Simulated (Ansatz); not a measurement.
## Phonons of SiBMo in the AlB2 type

Question: is the lattice of SiBMo in the AlB2 type stable, and if so, what are its coupling constant and resistivity?

Program: Ansatz 0.2.0. Level of theory: DFT PBE, scalar-relativistic, plane waves, PAW; PAW set soft_1. Results are calculated unless marked as measured.

This is a report of a sequence of runs, with most program output left out.

The structure was built from a prototype and need not be the compound's stable phase.

## 1. The structure

It takes space group P-6m2 (No. 187, hexagonal). The conventional cell has a = 3.606 Å, b = 3.606 Å, c = 3.786 Å, α = 90.00°, β = 90.00°, γ = 120.00°. Nearest to Mo lie 6 Si at 2.81 Å and 6 B at 2.81 Å. Nearest to B lie 3 Si at 2.08 Å and 6 Mo at 2.81 Å. Si has 3 B at 2.08 Å and 6 Mo at 2.81 Å nearest. Farther neighbours are not listed.

As a file:

```cif
data_structure
_symmetry_space_group_name_H-M 'P-6m2'
_symmetry_Int_Tables_number 187
_cell_length_a 3.6057
_cell_length_b 3.6057
_cell_length_c 3.7860
_cell_angle_alpha 90.000
_cell_angle_beta 90.000
_cell_angle_gamma 120.000
_cell_volume 42.63
loop_
_atom_site_label
_atom_site_type_symbol
_atom_site_symmetry_multiplicity
_atom_site_Wyckoff_symbol
_atom_site_fract_x
_atom_site_fract_y
_atom_site_fract_z
_atom_site_occupancy
Mo1 Mo 1 a 0.00000 0.00000 0.00000 1
B1 B 1 d 0.33333 0.66667 0.50000 1
Si1 Si 1 f 0.66667 0.33333 0.50000 1
```

## 2. A first look on a coarse mesh

One cheap point first: pressure, gap and cost.

Input file input.yaml:

```yaml
crystal:
  lattice:
    - [3.60572, 0.0, 0.0]
    - [-1.80286, 3.12264, 0.0]
    - [0.0, 0.0, 3.786]
  atoms:
    - { symbol: Mo, position: [0.0, 0.0, 0.0] }
    - { symbol: B, position: [0.33333333, 0.66666667, 0.5] }
    - { symbol: Si, position: [0.66666667, 0.33333333, 0.5] }
kpoints:
  mp_grid: { grid: [6, 6, 6] }
hamiltonian:
  xc: pbe
  pseudopotentials: { kind: paw, azcp: { folder: soft_1 } }
scf:
  occupations: { method: gaussian, width: 0.1 }
output:
  forces: true
  stress: true
  eigenvalues: true
```

Command:

```console
ansatz run input.yaml --threads 4 --pin off --max-ram 12288MiB --backend cpu --events-out ev --progress --plain --runs-dir out
```

Wall time 0.7 s (4 threads of Arm Neoverse V2, shared host); peak memory 0.37 GiB; 2.2 s of CPU time.

Numbers from this step:

```yaml
pressure: -26.32 GPa
volume_per_atom: 14.21 Å³/atom
metallic_on_mesh: yes
gap_on_the_k_mesh: 0 eV
```

The start is at -26 GPa on this mesh and has no gap.

## 3. Rough relaxation

The start is far from rest, so a relaxation with loose thresholds does the first part.

input.yaml, as its differences from that of step 2:

```diff
@@ -20 +20,6 @@
   eigenvalues: true
+relax:
+  adjacent_minimum: "off"
+  f_tol: 0.05
+  max_steps: 80
+  cell: { stress_tol: 0.5 }
```

Wall time 3.7 s (4 threads); peak memory 0.39 GiB.

The steps of the relaxation:

```
step  energy less that of the first step (eV)  largest force component (eV/Å)  pressure (GPa)  volume (Å³)
   1                                   0.0000                          0.0000          -26.32        42.63
   2                                  -0.5936                          0.0000          -14.25        38.16
   3                                  -0.7730                          0.0000            0.97        34.88
   4                                  -0.7890                          0.0000            1.60        34.60
   5                                  -0.7902                          0.0000           -0.14        34.86
  6*                                  -0.7888                          0.0000           -0.17        34.86
```

Relaxation steps marked * repeat the geometry before them on a plane-wave basis chosen anew for their cell, so energy and pressure can jump there.

The run keeps the 12 symmetry operations that it works with, so distortions that break them were not tested.

| cell as run | before | after | change |
| --- | --- | --- | --- |
| a (Å) | 3.606 | 3.478 | -3.5 % |
| b (Å) | 3.606 | 3.478 | -3.5 % |
| c (Å) | 3.786 | 3.328 | -12.1 % |
| volume (Å³/atom) | 14.21 | 11.62 | -18.2 % |

Final coordinates:

```xyz
3
Lattice="3.4780 0.0000 0.0000 -1.7390 3.0121 0.0000 0.0000 0.0000 3.3276" Properties=species:S:1:pos:R:3 pbc="T T T"
Mo    0.0000    0.0000    0.0000
B     0.0000    2.0080    1.6638
Si    1.7390    1.0040    1.6638
```

Numbers from this step:

- pressure: -0.1722 GPa
- volume per atom: 11.62 Å³/atom

The largest force is now zero by symmetry and the largest stress component 0.18 GPa.

## 4. Relaxing cell and atoms

The structure is brought to rest under this functional.

input.yaml, the sections that differ from step 3:

```yaml
crystal:
  lattice:
    - [3.4780217858, 0.0, 0.0]
    - [-1.7390108929, 3.0120552214, 0.0]
    - [0.0, 0.0, 3.3276499062]
  atoms:
    - { symbol: Mo, position: [0.0, 0.0, 0.0] }
    - { symbol: B, position: [0.3333333333, 0.6666666667, 0.5] }
    - { symbol: Si, position: [0.6666666667, 0.3333333333, 0.5] }
kpoints:
  mp_grid: { grid: [9, 9, 10] }
relax:
  adjacent_minimum: "off"
  f_tol: 0.005
  max_steps: 80
  cell: { stress_tol: 0.05 }
# hamiltonian, scf, output: as in step 3
```

Elapsed: 5.6 s, on 4 threads; peak memory 0.43 GiB.

The steps of the relaxation:

```csv
step,energy less that of the first step (eV),largest force component (eV/Å),pressure (GPa),volume (Å³)
1,0.0000,0.0000,0.23,34.86
2,-0.0010,0.0000,0.41,34.80
3,-0.0013,0.0000,-0.84,34.95
4,-0.0017,0.0000,0.03,34.81
5,-0.0016,0.0000,0.03,34.81
```

The log counts 1 steps on a newly chosen plane-wave basis, not all of them marked here; energy and pressure can jump at such steps.

```csv
"conventional cell, symmetrised",before,after,change
a (Å),3.478,3.496,+0.5 %
b (Å),3.478,3.496,+0.5 %
c (Å),3.328,3.290,-1.1 %
volume (Å³/atom),11.62,11.60,-0.1 %
```

Final coordinates:

```xyz
3
Lattice="3.4956 0.0000 0.0000 -1.7478 3.0273 0.0000 0.0000 0.0000 3.2896" Properties=species:S:1:pos:R:3 pbc="T T T"
Mo    0.0000    0.0000    0.0000
B     0.0000    2.0182    1.6448
Si    1.7478    1.0091    1.6448
```

Numbers from this step:

* pressure: 0.03081 GPa
* volume per atom: 11.60 Å³/atom

The largest force is now zero by symmetry and the largest stress component 0.045 GPa.

## 5. Relaxing tightly for phonons

No force is left; the cell is relaxed once more with another smearing and tight thresholds.

input.yaml, the sections that differ from step 4:

```yaml
crystal:
  lattice:
    - [3.4956129258, 0.0, 0.0]
    - [-1.7478064629, 3.0272895955, 0.0]
    - [0.0, 0.0, 3.289624421]
  atoms:
    - { symbol: Mo, position: [0.0, 0.0, 0.0] }
    - { symbol: B, position: [0.3333333333, 0.6666666667, 0.5] }
    - { symbol: Si, position: [0.6666666667, 0.3333333333, 0.5] }
kpoints:
  mp_grid: { grid: [9, 9, 8] }
scf:
  occupations: { method: methfessel_paxton, width: 0.2 }
relax:
  adjacent_minimum: "off"
  f_tol: 0.001
  max_steps: 60
  cell: { stress_tol: 0.01 }
# hamiltonian, output: as in step 4
```

Elapsed: 6.5 s, on 4 threads; peak memory 0.43 GiB; 23 s of CPU time.

The steps of the relaxation:

```
step  energy less that of the first step (eV)  largest force component (eV/Å)  pressure (GPa)  volume (Å³)
   1                                   0.0000                          0.0000            0.01        34.81
   2                                  -0.0007                          0.0000            0.33        34.73
   3                                  -0.0006                          0.0000           -0.82        34.86
   4                                  -0.0011                          0.0000            0.02        34.76
   5                                  -0.0011                          0.0000            0.01        34.75
   6                                  -0.0011                          0.0000            0.00        34.75
   7                                  -0.0011                          0.0000            0.00        34.75
```

The log counts 1 steps on a newly chosen plane-wave basis, not all of them marked here; energy and pressure can jump at such steps. Relaxation step 3 was tried and not accepted.

```csv
"conventional cell, symmetrised",before,after,change
a (Å),3.496,3.508,+0.4 %
b (Å),3.496,3.508,+0.4 %
c (Å),3.290,3.261,-0.9 %
volume (Å³/atom),11.60,11.58,-0.2 %
```

The relaxed structure:

```
Mo B Si
1.0
     3.50790    0.00000    0.00000
    -1.75395    3.03793    0.00000
     0.00000    0.00000    3.26114
Mo B Si
1 1 1
Cartesian
  0.0000 0.0000 0.0000
  0.0000 2.0253 1.6306
  1.7540 1.0126 1.6306
```

Numbers from this step:

```
pressure        : -3.95e-4 GPa
volume per atom : 11.58 Å³/atom
```

The largest force is now zero by symmetry and the largest stress component 0.0037 GPa, small enough for phonons.

## 6. Phonons: q 2×2×2, k 6×6×6

Couplings are defined for a stable lattice alone, so phonons come first.

Input file input.yaml:

```yaml
crystal:
  lattice:
    - [3.5079005922, 0.0, 0.0]
    - [-1.7539502961, 3.0379310268, 0.0]
    - [0.0, 0.0, 3.261138839]
  atoms:
    - { symbol: Mo, position: [0.0, 0.0, 0.0] }
    - { symbol: B, position: [0.3333333333, 0.6666666667, 0.5] }
    - { symbol: Si, position: [0.6666666667, 0.3333333333, 0.5] }
kpoints:
  mp_grid: { grid: [6, 6, 6] }
hamiltonian:
  xc: pbe
  pseudopotentials: { kind: paw, azcp: { folder: soft_1 } }
scf:
  occupations: { method: methfessel_paxton, width: 0.2 }
output:
  eigenvalues: true
phonons:
  method: dfpt
  qmesh: [2, 2, 2]
  temperatures: { t_max: 1000, t_step: 50 }
  qpath:
    path:
      - [[0.0, 0.0, 0.0], [0.5, 0.0, 0.0], [0.33333333, 0.33333333, 0.0], [0.0, 0.0, 0.0], [0.0, 0.0, 0.5], [0.5, 0.0, 0.5], [0.33333333, 0.33333333, 0.5], [0.0, 0.0, 0.5]]
      - [[0.5, 0.0, 0.5], [0.5, 0.0, 0.0]]
      - [[0.33333333, 0.33333333, 0.5], [0.33333333, 0.33333333, 0.0]]
    npoints: 10
```

Wall time 18 s (4 threads); peak memory 0.51 GiB.

This step gave:

```
share of imaginary modes in the plain interpolation between solved wavevectors : 0.3187
highest frequency, solved or plainly interpolated                              : 656.1 cm⁻¹
```

Solved on the 2×2×2 mesh alone; all other wavevectors are interpolated. Phonon branches along the path, in cm⁻¹:

```
    point  branch 1  branch 2  branch 3  branch 4  branch 5  branch 6  branch 7  branch 8  branch 9
        Γ      -116      -116         0         0         0       164       317       626       626
  halfway      -147      -136      -135       118       153       270       290       599       624
        M      -209      -176      -165       -71       217       285       373       580       623
  halfway      -216      -178      -163       -60       189       278       408       548       644
        K      -225      -180      -162       -52       167       271       446       517       656
  halfway      -157      -156      -137       104       156       285       311       585       631
        Γ      -116      -116         0         0         0       164       317       626       626
  halfway      -138       -64       -64       142       142       179       317       606       606
        A      -211       -54       -54        94       221       221       367       586       586
  halfway      -256      -106        39       170       199       314       341       582       599
        L      -289      -147        77        95       237       338       420       550       612
  halfway      -292      -142        72       163       239       337       419       528       622
        H      -296      -140        69       208       241       337       430       500       628
  halfway      -265      -112        46       179       213       326       336       574       606
        A      -211       -54       -54        94       221       221       367       586       586
jump to L      -289      -147        77        95       237       338       420       550       612
  halfway      -252      -152      -123       168       176       306       399       564       618
        M      -209      -176      -165       -71       217       285       373       580       623
jump to H      -296      -140        69       208       241       337       430       500       628
  halfway      -263      -152      -121       167       189       306       438       508       642
        K      -225      -180      -162       -52       167       271       446       517       656
```

Lowest modes at the softest wavevector of the mesh. The modes at q = (0.500, 0.000, 0.500) (shares of kinetic energy by element, %) (negative means imaginary):

```
mode  frequency (cm⁻¹)  Mo %  B %  Si %
   1            -289.0    99    1     0
   2            -147.3    76    5    19
   3              76.9   100    0     0
   4              95.3     0   43    57
   5             237.0     9   91     1
   6             337.9    16    4    80
```

Displacements in mode 1 (-289.0 cm⁻¹), the largest set to 1, in the home cell:
```
Mo1 0.00 0.00 1.00
B2  0.19 0.11 0.00
Si3 0.11 0.06 0.00
```

Displacements in mode 5 (237.0 cm⁻¹), the largest set to 1, in the home cell:
```
Mo1  0.09  0.05  0.00
B2   0.00  0.00 -1.00
Si3  0.00  0.00 -0.06
```

Among the solved wavevectors the lowest mode, translations apart, is -289 cm⁻¹, imaginary.

## 7. Phonons: q 3×3×2, k 9×9×8

An imaginary mode on so few k-points may come from the sampling, so the phonons are repeated with another q and k mesh.

input.yaml, as its differences from that of step 6:

```diff
@@ -10,3 +10,3 @@
 kpoints:
-  mp_grid: { grid: [6, 6, 6] }
+  mp_grid: { grid: [9, 9, 8] }
 hamiltonian:
@@ -20,3 +20,3 @@
   method: dfpt
-  qmesh: [2, 2, 2]
+  qmesh: [3, 3, 2]
   temperatures: { t_max: 1000, t_step: 50 }
```

The job ended after 76 s (4 threads; peak memory 0.66 GiB).

Numbers from this step:

- share of imaginary modes in the plain interpolation between solved wavevectors: 0.3353
- highest frequency, solved or plainly interpolated: 664.5 cm⁻¹

Solved on the 3×3×2 mesh alone; all other wavevectors are interpolated. Phonon branches along the path, in cm⁻¹:

```csv
point,branch 1,branch 2,branch 3,branch 4,branch 5,branch 6,branch 7,branch 8,branch 9
Γ,-109,-109,0,0,0,127,309,630,630
halfway,-147,-138,-86,136,153,279,286,574,623
M,-196,-171,-156,32,228,288,380,547,630
halfway,-196,-170,-165,-34,162,277,424,538,649
K,-196,-175,-169,-65,100,267,454,535,664
halfway,-165,-137,-104,128,144,281,327,559,628
Γ,-109,-109,0,0,0,127,309,630,630
halfway,-144,-92,-92,140,140,147,304,609,609
A,-213,-112,-112,-18,215,215,348,588,588
halfway,-248,-130,-103,154,184,293,318,601,602
L,-277,-140,-96,-64,220,319,427,550,603
halfway,-284,-162,-69,159,229,320,415,507,612
H,-291,-175,-51,238,252,320,425,437,614
halfway,-256,-142,-86,184,198,291,315,588,611
A,-213,-112,-112,-18,215,215,348,588,588
jump to L,-277,-140,-96,-64,220,319,427,550,603
halfway,-224,-167,-147,164,166,297,406,548,616
M,-196,-171,-156,32,228,288,380,547,630
jump to H,-291,-175,-51,238,252,320,425,437,614
halfway,-240,-174,-146,163,192,296,440,488,640
K,-196,-175,-169,-65,100,267,454,535,664
```

Lowest modes at the softest wavevector of the mesh. The modes at q = (0.333, 0.333, 0.500) (shares of kinetic energy by element, %) (negative means imaginary):

```csv
mode,frequency (cm⁻¹),Mo %,B %,Si %
1,-291.0,98,1,0
2,-174.6,83,0,17
3,-51.4,95,5,0
4,238.4,5,95,0
5,252.5,0,38,62
6,320.5,17,0,83
```

Displacements in mode 1 (-291.0 cm⁻¹), the largest set to 1, in the home cell (x, y, z of the real part, then of the imaginary part):
```
Mo1  0.00  0.00  1.00  0.00  0.00  0.00
B2   0.00  0.24  0.00  0.24  0.00  0.00
Si3  0.08  0.05  0.00 -0.05  0.08  0.00
```

Displacements in mode 3 (-51.4 cm⁻¹), the largest set to 1, in the home cell (x, y, z of the real part, then of the imaginary part):
```
Mo1  0.00  1.00  0.00 -1.00  0.00  0.00
B2   0.00  0.00  0.98  0.00  0.00  0.00
Si3  0.00  0.00  0.00  0.00  0.00  0.00
```

[end of part 1 of 2]

[Logs are printed without paths, hosts, clocks, repeated set-up lines and the standing remarks that a program may print on its own settings, such as how far it seeks lower states.]

[Hosts, paths, dates, database ids (printed as entryN), source tags and the programs' standing remarks are cut or masked in the printed files.]
